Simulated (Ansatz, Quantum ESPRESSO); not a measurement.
# Complex bands of AlN, zinc blende type, lattice constant set to 4.312 Å, part 3 of 3

Wanted: the complex band structure of AlN, zinc blende type, lattice constant set to 4.312 Å, as for a tunnel barrier.

Quantum ESPRESSO 7.5; plane-wave DFT, LDA, GBRV ultrasoft pseudopotentials; cross-check by Ansatz 0.2.0 with PAW datasets.

So far. Step 2 (SCF with pw.x): The run needed 15 iterations to bring the estimated error under 1e-09 Ry.

The structure was built from a prototype and need not be the compound's stable phase.

## Step 4: Complex bands with pwcond.x, with epsproj = 0.001

Level of this step: complex band structure by pwcond; plane-wave DFT, LDA, GBRV ultrasoft pseudopotentials (Quantum ESPRESSO).

How much does a setting matter? One run is repeated with a change.

Input file cbs.w.in:

```
&inputcond
  outdir = './out'
  prefixl = 'scf'
  band_file = 'cbs.w'
  ikind = 0
  ewind = 4.0
  epsproj = 0.001
  nz1 = 7
  energy0 = 4.48
  denergy = -0.16
/
4
  0.00000000 0.00000000 1.00000000
  0.50000000 0.00000000 1.00000000
  0.50000000 0.50000000 1.00000000
  0.25000000 0.00000000 1.00000000
41
```

On the command line:

```bash
OMP_NUM_THREADS=1 mpirun -n 2 pwcond.x -in cbs.w.in > cbs.w.out
```

Numbers of over 12 decimals in the logs are rounded to 6 here.

The program printed:

```text
[banner, memory and clock lines left out]
Program PWCOND v.7.5 starts
[citation notice left out]

[...]
./out/scf.save/

     IMPORTANT: XC functional enforced from input :
     Exchange-correlation= PZ
                           (   1   1   0   0   0   0   0)
     Any further DFT definition will be discarded
     Please, verify this is what you really want

     Reading collected, re-writing distributed wavefunctions

===== INPUT FILE containing the left lead =====

     GEOMETRY:

     lattice parameter (alat)  =       5.7619  a.u.
     the volume                =     270.5222 (a.u.)^3
     the cross section         =      33.1990 (a.u.)^2
     l of the unit cell        =       1.4142 (alat)
     number of atoms/cell      =            4
     number of atomic types    =            2

     crystal axes: (cart. coord. in units of alat)
               a(1) = (  1.0000  0.0000  0.0000 )
               a(2) = (  0.0000  1.0000  0.0000 )
               a(3) = (  0.0000  0.0000  1.4142 )

   Cartesian axes

     site n.     atom                  positions (alat units)
          1        Al     tau(  1)=(  0.0000  0.0000  1.4142  )
          2        N      tau(  2)=(  0.5000  0.0000  0.3536  )
          3        Al     tau(  3)=(  0.5000  0.5000  0.7071  )
          4        N      tau(  4)=(  0.0000  0.5000  1.0607  )

     nr1s                      =           24
     nr2s                      =           24
     nr3s                      =           36
     nr1sx                     =           24
     nr2sx                     =           24
     nr3sx                     =           36
     nr1                       =           25
     nr2                       =           25
     nr3                       =           40
     nr1x                      =           25
     nr2x                      =           25
     nr3x                      =           40

 _______________________________
  Radii of nonlocal spheres:

     type       ibeta     ang. mom.          radius (alat units)
       Al         1         0                    0.3330
       Al         2         1                    0.3330
       Al         3         2                    0.3330
       N          1         0                    0.2097
       N          2         0                    0.2097
       N          3         1                    0.2097
       N          4         1                    0.2097
----- General information -----

----- Complex band structure calculation -----

     nrx                       =           24
     nry                       =           24
     nz1                       =            7

     energy0               =         4.5E+00
     denergy               =        -1.6E-01
     nenergy               =         41
     ecut2d                =         4.0E+01
     ewind                 =         4.0E+00
     epsproj               =         1.0E-03

     number of k_|| points=    4
                       cryst. coord.
        k(    1) = (   0.0000000   0.0000000), wk =   0.2500000
        k(    2) = (   0.5000000   0.0000000), wk =   0.2500000
        k(    3) = (   0.5000000   0.5000000), wk =   0.2500000
        k(    4) = (   0.2500000   0.0000000), wk =   0.2500000
----- Information about left lead -----

     nocros                   =            9
     noins                    =           25
     norb                     =           43
     norbf                    =           43
     nrz                      =           36

      iorb      type   ibeta   ang. mom.   m       position (alat)
        1        1       1        0        1   taunew(   1)=(  0.0000  0.0000  0.0000)
        2        1       2        1        1   taunew(   2)=(  0.0000  0.0000  0.0000)
[...]
43        1       3        2        5   taunew(  43)=(  0.0000  0.0000  1.4142)
    k slab    z(k)  z(k+1)     crossing(iorb=1,norb)
    1   0.0000 0.0393 0.0393   1111111110000000000000000000000000000000000
    2   0.0393 0.0786 0.0393   1111111110000000000000000000000000000000000
[...]
36   1.3749 1.4142 0.0393   0000000000000000000000000000000000111111111
 ngper, shell number =          101          17
 ngper, n2d =          101          52
---  E-Ef =    4.4800000  k =    0.0000000   0.0000000
---  ie =          1  ik =          1
 Nchannels of the left tip =            1
 Right moving states:
   k1(2pi/a)   k2(2pi/a)   E-Ef (eV)
   0.2941007   0.0000000   4.4800000
 Left moving states:
   k1(2pi/a)   k2(2pi/a)   E-Ef (eV)
  -0.2941007   0.0000000   4.4800000

---  E-Ef =    4.3200000  k =    0.0000000   0.0000000
---  ie =          2  ik =          1
 Nchannels of the left tip =            1
 Right moving states:
   k1(2pi/a)   k2(2pi/a)   E-Ef (eV)
   0.2729370   0.0000000   4.3200000
 Left moving states:
   k1(2pi/a)   k2(2pi/a)   E-Ef (eV)
  -0.2729370   0.0000000   4.3200000
[... further energies and points left out ...]
---  E-Ef =   -1.7600000  k =    0.2500000   0.0000000
---  ie =         40  ik =          4
 Nchannels of the left tip =            1
 Right moving states:
   k1(2pi/a)   k2(2pi/a)   E-Ef (eV)
   0.3478873  -0.0000000  -1.7600000
 Left moving states:
   k1(2pi/a)   k2(2pi/a)   E-Ef (eV)
  -0.3478873   0.0000000  -1.7600000

---  E-Ef =   -1.9200000  k =    0.2500000   0.0000000
---  ie =         41  ik =          4
 Nchannels of the left tip =            1
 Right moving states:
   k1(2pi/a)   k2(2pi/a)   E-Ef (eV)
   0.3243850  -0.0000000  -1.9200000
 Left moving states:
   k1(2pi/a)   k2(2pi/a)   E-Ef (eV)
  -0.3243850   0.0000000  -1.9200000

[...]
```

It took 20 s on 2 MPI ranks of Arm Neoverse V1, shared host; peak memory 0.09 GiB; 41 s of CPU time.

The changed values were drawn from a wide range, not chosen for quality; the comparison shows what they did here together.

Beside the run it was changed from:

```tsv
quantity	this run	unchanged run	difference
peak of the smallest κ at the zone centre (Å⁻¹)	0.304	0.304	0
peak of the smallest κ at (1/2, 1/2) (Å⁻¹)	0.363	0.363	0
wall time (s)	20	52
```

The physical values in this table stay within 0.05 %.

## Step 5: The same in Ansatz

As a check, the same structure is run in Ansatz.

Level of this step: plane-wave DFT, LDA, Ansatz PAW (Ansatz 0.2.0).

Input file input.yaml:

```yaml
crystal:
  lattice:
    - [3.0490444405, 0.0, 0.0]
    - [0.0, 3.0490444405, 0.0]
    - [0.0, 0.0, 4.312]
  atoms:
    - { symbol: Al, position: [0.0, 0.0, 0.0] }
    - { symbol: "N", position: [0.5, 0.0, 0.25] }
    - { symbol: Al, position: [0.5, 0.5, 0.5] }
    - { symbol: "N", position: [0.0, 0.5, 0.75] }
kpoints:
  mp_grid: { grid: [8, 8, 6] }
hamiltonian:
  xc: lda
scf:
  occupations: { method: fixed }
  convergence: { dr2_threshold: 1.0e-09 }
output:
  transmission:
    leads: [[0, 0]]
    kpoints: [[0, 0], [0.5, 0], [0.5, 0.5], [0.25, 0]]
    e_range: [-1.92, 4.48]
    de: 0.16
```

On the command line:

```bash
ansatz run input.yaml --threads 2 --pin off --max-ram 4096MiB --backend cpu --events-out ev --progress --plain --runs-dir out
```

The program printed:

```text
Engine: ansatz 0.2.0, aarch64-unknown-linux-gnu
Pseudopotentials: kind: paw
Pseudopotential: Al, paw, valence charge 3, recommended cutoff 420 eV (normal), Al.paw.azcp
Pseudopotential: N, paw, valence charge 5, recommended cutoff 420 eV (normal), N.paw.azcp
Functional definition: SPW92
  exchange = slater_x
  correlation = pw_c
Crystal: 4 atoms, lattice volume = 40.087 Å³
Basis set: ecut = 420 eV, 775 PW (Γ)
Bands: 12, of which v1, the nominal top of the filled ones, is band 8 counted from 1 (7 counted from 0)
Symmetry: 16 space group operations
Space group: F-43m (ITA 216), of the structure as read, at distance tolerance 3.4e-5 Å
k-points: 60 of 384 (time reversal used)
Non-local potential: Al, projectors of the file, l = 0: 2, l = 1: 2, l = 2: 1
Non-local potential: N, projectors of the file, l = 0: 2, l = 1: 2, l = 2: 1
PAW form: soft (Blöchl's): semilocal exchange-correlation on the pseudo side does not see the compensation charge
PAW frozen core: Al, regenerated for the run's functional, and the local potential with it (the file was generated under x = pbe(κ = 0.804, μ = 0.219515), c = pbe(β = 0.066725))
PAW frozen core: N, regenerated for the run's functional, and the local potential with it (the file was generated under x = pbe(κ = 0.804, μ = 0.219515), c = pbe(β = 0.066725))
PAW one-centre angular grid: Al, 110 points (default); XC on 64 Gauss nodes
PAW one-centre angular grid: N, 110 points (default); XC on 64 Gauss nodes
Initial density: superposition of atomic densities (neutral atoms: chi_scale 0, normalization atom), corrected by the library's trained network
Initial wavefunctions: pseudopotential atomic-orbital guess
Functional: x = slater, c = lda
SCF iter   1: F=—  HF=-1779.623118 eV  |F-HF|=—  |Δ(HF+E_count)|=         —  Δρ=9.06e-3  dr2=3.67e-2  ethr=1.77e-3  ⟨swp⟩=4.8  Hψ=4035  notcnv=0  defer=108
preconditioner: auto → none  [insulator: Δε(μ)=3.126 eV  Ē_g=13.296 eV  n_scr=6 (ndim 8)  ℏωp=23.5 eV  f_vac=0.000  ε∞_Penn≈4.1]
SCF iter   2: F=—  HF=-1779.613401 eV  |F-HF|=—  |Δ(HF+E_count)|=   9.72e-3  Δρ=4.82e-3  dr2=5.02e-3  ethr=2.29e-4  ⟨swp⟩=2.5  Hψ=1657  notcnv=0  defer=120
SCF iter   3: F=—  HF=-1779.611756 eV  |F-HF|=—  |Δ(HF+E_count)|=   1.64e-3  Δρ=1.50e-3  dr2=3.55e-4  ethr=3.14e-5  ⟨swp⟩=2.1  Hψ=1218  notcnv=0  defer=115
SCF iter   4: F=—  HF=-1779.611589 eV  |F-HF|=—  |Δ(HF+E_count)|=   1.67e-4  Δρ=1.35e-4  dr2=2.63e-6  ethr=2.22e-6  ⟨swp⟩=2.4  Hψ=1174  notcnv=0  defer=119
SCF iter   5: F=—  HF=-1779.611588 eV  |F-HF|=—  |Δ(HF+E_count)|=   1.19e-6  Δρ=6.75e-6  dr2=8.78e-9  ethr=1.64e-8  ⟨swp⟩=2.3  Hψ=1146  notcnv=0  defer=5
SCF iter   6: F=—  HF=-1779.611588 eV  |F-HF|=—  |Δ(HF+E_count)|=   2.76e-7  Δρ=4.63e-7  dr2=3.63e-11  ethr=6.25e-12  ⟨swp⟩=3.4  Hψ=2376  notcnv=0
SCF iter   7: F=-1779.611588 eV  HF=-1779.611588 eV  |F-HF|=0.00e0  |Δ(HF+E_count)|=  4.55e-13  Δρ=3.42e-8  dr2=3.30e-13  ethr=1.00e-12  ⟨swp⟩=1.0  Hψ=1682  notcnv=0
SCF 1 converged in 7 iterations: F = -1779.611588 eV  dr2 = 3.30e-13
  greatest PAW one-centre occupation: 0.783 electrons in one spin orbital (limit 2), on the N atom at site 3 (counted from 0), in its partial waves of l = 0
transmission: 6 of 24 steps passed
transmission: 12 of 24 steps passed
transmission: 18 of 24 steps passed
transmission: 24 of 24 steps passed
SCF converged after 7 iterations
Free energy (F): -1779.611588 eV
Harris-Foulkes:  -1779.611588 eV  (|F-HF|=0.00e0)
Internal energy: -1779.611588 eV  (E = F + TS)
E sigma→0 (E₀):  -1779.611588 eV
Fermi energy:    7.086696 eV
--- Per-component energies (eV) ---
  E_band       = 32.110916
  E_kinetic    = 321.019064
  E_local      = -439.776218  (includes V_loc(G=0)·N_el)
  E_nonlocal   = 115.828916
  E_hartree    = 150.589362
  E_xc         = -202.083897
  E_vxc        = -216.268548  (∫ρ·V_xc dr)
  E_paw        = -1124.551189  (= ΣΔE_a)
  E_vpaw       = -49.871214  (= ΣTr[D̂ρ^β])
  E_aug_tail   = 0.000182  (compensation charges beyond the density's cutoff)
  E_ewald      = -600.909327
  E_core_change = 0.271521  (= ΣΔE_core)
  E_smearing   = -0.000000  (= −TS)
  E_closure    = -0.000000  (closes the sum)
  Σ components = -1779.611588   (vs F -1779.611588, Δ=0.00e0)
--- Band table (eV; the first three rows and the last of 60) ---
  k-point 0: bands = [... 4 lower, 5.2609, 7.0867, 7.0867, 7.0867, 10.3478, 11.6642, 15.7417, 19.8288]
  k-point 1: bands = [... 4 lower, 5.3623, 6.5189, 6.9364, 6.9364, 10.7717, 12.2723, 15.9397, 19.3828]
  k-point 2: bands = [... 4 lower, 5.6516, 5.6516, 6.5523, 6.5523, 11.9145, 13.2769, 16.5242, 18.4380]
  k-point 59: bands = [... 4 lower, 3.4849, 3.4849, 4.2840, 4.2840, 13.1389, 13.1389, 18.5468, 18.5468]
--- Transmission ---
  basis      : 81 plane waves across, 6 finite elements along
  points     : 4, as listed
  energies   : 41 from -1.920000 to 4.480000 eV about the Fermi level, 0.160000 eV apart; the leads are filled to 1.630550 eV, and channels, transmission and decay are at 1.600000 eV
  crystal 0  : N2Al2, at the sites [0, 0], period 4.3120 Å: whole cells are its period
    offset         : up to 0.0000 Å between an atom of the period and one for which it stands
    channels       : 0.000000e0 a spin
    conductance    : none, the energies end too early or step too widely for 300 K: set another output.transmission.e_range or a lower de, or, where they end at an eighth of basis.ecutwfc, a higher one
    slowest decay  : 0.2942 /Å at (0.0000, 0.0000)
```

Wall time 5.5 s (2 threads); peak memory 0.29 GiB.

Numbers from this step:

| Item | Value |
| --- | --- |
| free energy | -1779.6116 eV |
| gap by band count | 3.261 eV |
| symmetry operations | 16 |
| slowest decay at the grid energy nearest mid-gap | 0.2942 Å⁻¹ |
| peak of the smallest κ at the zone centre | 0.3056 Å⁻¹ |
| energy of the peak at the zone centre | 2.24 eV |
| peak of the smallest κ at (1/2, 1/2) | 0.3639 Å⁻¹ |
| valence top, on the run's zero | 7.087 eV |

K across = (0, 0) in the cell's reciprocal vectors; values within 0.0025 1/Å of each other count once, columns are sorted by size at each energy, a dash where no further value was kept. Table of Im kz of the slowest decaying states by energy, zero at the highest filled level of the SCF mesh:

```tsv
energy (eV)	decay 1 (Å⁻¹)	decay 2 (Å⁻¹)	decay 3 (Å⁻¹)
-1.92	0.230	0.792	-
-1.60	0.767	-	-
-1.28	0.742	-	-
-0.96	0.716	-	-
-0.64	0.689	-	-
-0.32	0.662	-	-
-0.16	0.648	-	-
0.00	0.0121	0.0189	0.633
0.16	0.117	0.241	0.618
0.48	0.194	0.400	0.588
0.80	0.238	0.497	0.555
1.12	0.268	0.519	0.568
1.44	0.287	0.481	0.623
1.76	0.299	0.439	0.667
2.08	0.305	0.392	0.703
2.40	0.305	0.336	0.732
2.72	0.268	0.299	0.757
2.88	0.226	0.294	0.768
3.20	0.0910	0.278	0.787
3.52	0.256	0.802	1.18
3.84	0.223	0.815	1.14
4.16	0.175	0.826	1.11
4.48	0.0884	0.834	1.07
```

K across = (0, 0) in the cell's reciprocal vectors. The Re kz of states that move upwards by energy, zero at the highest filled level of the SCF mesh:

```tsv
energy (eV)	channel 1 (Å⁻¹)	channel 2 (Å⁻¹)	channel 3 (Å⁻¹)
-1.92	-0.527	-	-
-1.76	-0.495	0.197	0.197
-1.44	-0.431	0.483	0.483
-1.28	-0.398	0.582	0.582
-0.96	-0.703	-0.703	-0.331
-0.80	-0.622	-0.622	-0.297
-0.64	-0.541	-0.541	-0.260
-0.32	-0.363	-0.363	-0.176
-0.16	-0.250	-0.250	-0.122
0.00	-	-	-
0.32	-	-	-
0.48	-	-	-
0.80	-	-	-
0.96	-	-	-
1.12	-	-	-
1.44	-	-	-
1.60	-	-	-
1.76	-	-	-
2.08	-	-	-
2.24	-	-	-
2.56	-	-	-
2.72	-	-	-
2.88	-	-	-
3.20	-	-	-
3.36	0.116	-	-
3.52	0.189	-	-
3.84	0.285	-	-
4.00	0.324	-	-
4.32	0.391	-	-
4.48	0.422	-	-
```

K across = (1/2, 0) in the cell's reciprocal vectors; values within 0.0025 1/Å of each other count once, columns are sorted by size at each energy, a dash where no further value was kept. The Im kz of the slowest decaying states by energy, zero at the highest filled level of the SCF mesh:

```tsv
energy (eV)	decay 1 (Å⁻¹)	decay 2 (Å⁻¹)	decay 3 (Å⁻¹)
-1.92	1.22	-	-
-1.76	1.18	-	-
-1.60	1.14	-	-
-1.44	1.09	1.49	-
-1.28	1.04	1.48	-
-1.12	0.970	1.46	-
-0.96	0.889	1.45	-
-0.64	0.576	1.42	-
-0.48	0.0331	0.189	1.40
-0.32	0.147	0.644	1.39
-0.16	0.203	0.774	1.37
0.00	0.245	0.850	1.35
0.16	0.279	0.902	1.34
0.32	0.308	0.940	1.32
0.48	0.333	0.969	1.31
0.64	0.356	0.992	1.29
0.80	0.375	1.01	1.27
0.96	0.393	1.02	1.26
1.12	0.410	1.04	1.24
1.44	0.438	1.05	1.20
1.60	0.450	1.06	1.19
1.76	0.462	1.06	1.17
1.92	0.472	1.07	1.15
2.08	0.481	1.07	1.13
2.24	0.489	1.07	1.11
2.40	0.496	1.07	1.10
2.56	0.503	1.07	1.08
2.72	0.509	1.06	1.07
2.88	0.514	1.04	1.07
3.04	0.518	1.02	1.07
3.20	0.521	1.00	1.06
3.52	0.525	0.963	1.05
3.68	0.526	0.943	1.05
3.84	0.527	0.923	1.04
4.00	0.526	0.903	1.04
4.16	0.525	0.883	1.03
4.32	0.522	0.862	1.03
4.48	0.519	0.841	1.02
```

K across = (1/2, 1/2) in the cell's reciprocal vectors; values within 0.0025 1/Å of each other count once, columns are sorted by size at each energy, a dash where no further value was kept. The Im kz of the slowest decaying states by energy, zero at the highest filled level of the SCF mesh:

```tsv
energy (eV)	decay 1 (Å⁻¹)	decay 2 (Å⁻¹)
-1.92	-	-
-1.76	0.105	0.108
-1.60	0.184	0.195
-1.44	0.231	0.251
-1.28	0.264	0.294
-1.12	0.289	0.328
-0.96	0.308	0.358
-0.64	0.336	0.406
-0.48	0.345	0.426
-0.32	0.353	0.443
-0.16	0.358	0.459
0.00	0.361	0.473
0.16	0.363	0.486
0.32	0.364	0.497
0.48	0.363	0.508
0.64	0.361	0.517
0.80	0.358	0.525
0.96	0.353	0.533
1.12	0.347	0.539
1.44	0.332	0.550
1.60	0.323	0.555
1.76	0.312	0.558
1.92	0.299	0.561
2.08	0.285	0.564
2.24	0.269	0.566
2.40	0.250	0.567
2.56	0.229	0.568
2.72	0.204	0.569
2.88	0.173	0.569
3.04	0.134	0.568
3.20	0.0712	0.567
3.52	0.564	-
3.68	0.561	-
3.84	0.558	-
4.00	0.555	-
4.16	0.551	-
4.32	0.547	-
4.48	0.542	-
```

K across = (1/4, 0) in the cell's reciprocal vectors; values within 0.0025 1/Å of each other count once, columns are sorted by size at each energy, a dash where no further value was kept. Table of Im kz of the slowest decaying states by energy, zero at the highest filled level of the SCF mesh:

```tsv
energy (eV)	decay 1 (Å⁻¹)	decay 2 (Å⁻¹)	decay 3 (Å⁻¹)
-1.92	0.138	0.573	1.20
-1.76	0.159	0.480	1.18
-1.44	0.144	0.175	1.15
-1.28	0.173	1.13	-
-0.96	0.139	1.09	-
-0.80	0.0910	1.07	-
-0.64	1.06	-	-
-0.32	1.02	-	-
-0.16	0.125	0.999	-
0.00	0.153	0.202	0.980
0.32	0.294	0.432	0.942
0.48	0.327	0.510	0.923
0.80	0.379	0.626	0.884
0.96	0.401	0.673	0.865
1.12	0.420	0.715	0.845
1.44	0.453	0.788	0.806
1.60	0.466	0.786	0.821
1.76	0.478	0.766	0.852
2.08	0.499	0.725	0.912
2.24	0.508	0.705	0.941
2.56	0.522	0.662	1.00
2.72	0.527	0.641	1.04
2.88	0.532	0.618	1.09
3.20	0.539	0.572	1.16
3.36	0.541	0.547	1.16
3.52	0.522	0.542	1.15
3.84	0.468	0.542	1.14
4.00	0.439	0.541	1.14
4.32	0.373	0.535	1.13
4.48	0.335	0.531	1.12
```

## Step 6: By hand

T falls as exp(−2κd). With κ = 0.294 1/Å, 10 Å of barrier pass exp(−2 × 0.294 × 10) = 0.0028 of that channel, interfaces aside.

## Step 7: Summary of results

| Quantity | Value |
| --- | --- |
| gap on the SCF mesh | 3.23 eV |
| smallest κ at mid-gap among the four k points, at the zone centre | 0.294 Å⁻¹ |
| peak of the smallest κ in the stop band at the zone centre | 0.304 Å⁻¹ |
| peak of the smallest κ in the stop band at (1/2, 1/2) | 0.363 Å⁻¹ |
| energy of the peak at the zone centre, over the highest filled level | 2.08 eV |
| peak at the zone centre by Ansatz | 0.306 Å⁻¹ |

**Reading.** With a gap of 3.23 eV on the mesh, the smallest κ at mid-gap among the four k points, at the zone centre is 0.294 Å⁻¹ (LDA, GBRV ultrasoft). For a barrier with the Fermi level at mid-gap the slowest state found, at the zone centre, loses a factor of ten in probability every 3.9 Å or so. Stop bands away from the zone centre are mostly wider than the gap, so their peaks can lie above the conduction bottom. At the zone centre pwcond's peak is 0.304 and Ansatz's 0.306 1/Å, 1 % apart. The cell is the a/√2 one, turned by 45°, with two primitive cells, so X along [001] folds onto kz = 0. A semilocal gap is too small, often by a third to a half and by more in narrow-gap crystals, so real barriers decay faster.

[Logs are printed without paths, hosts, clocks, repeated set-up lines and the standing remarks that a program may print on its own settings, such as how far it seeks lower states.]

[Hosts, paths, dates, database ids (printed as entryN), source tags and the programs' standing remarks are cut or masked in the printed files.]

[Maps of the electrostatic potential energy from Ansatz leave out the sawtooth potential of an applied field or a dipole correction, so their vacuum need not be flat; planar profiles and work functions include it.]
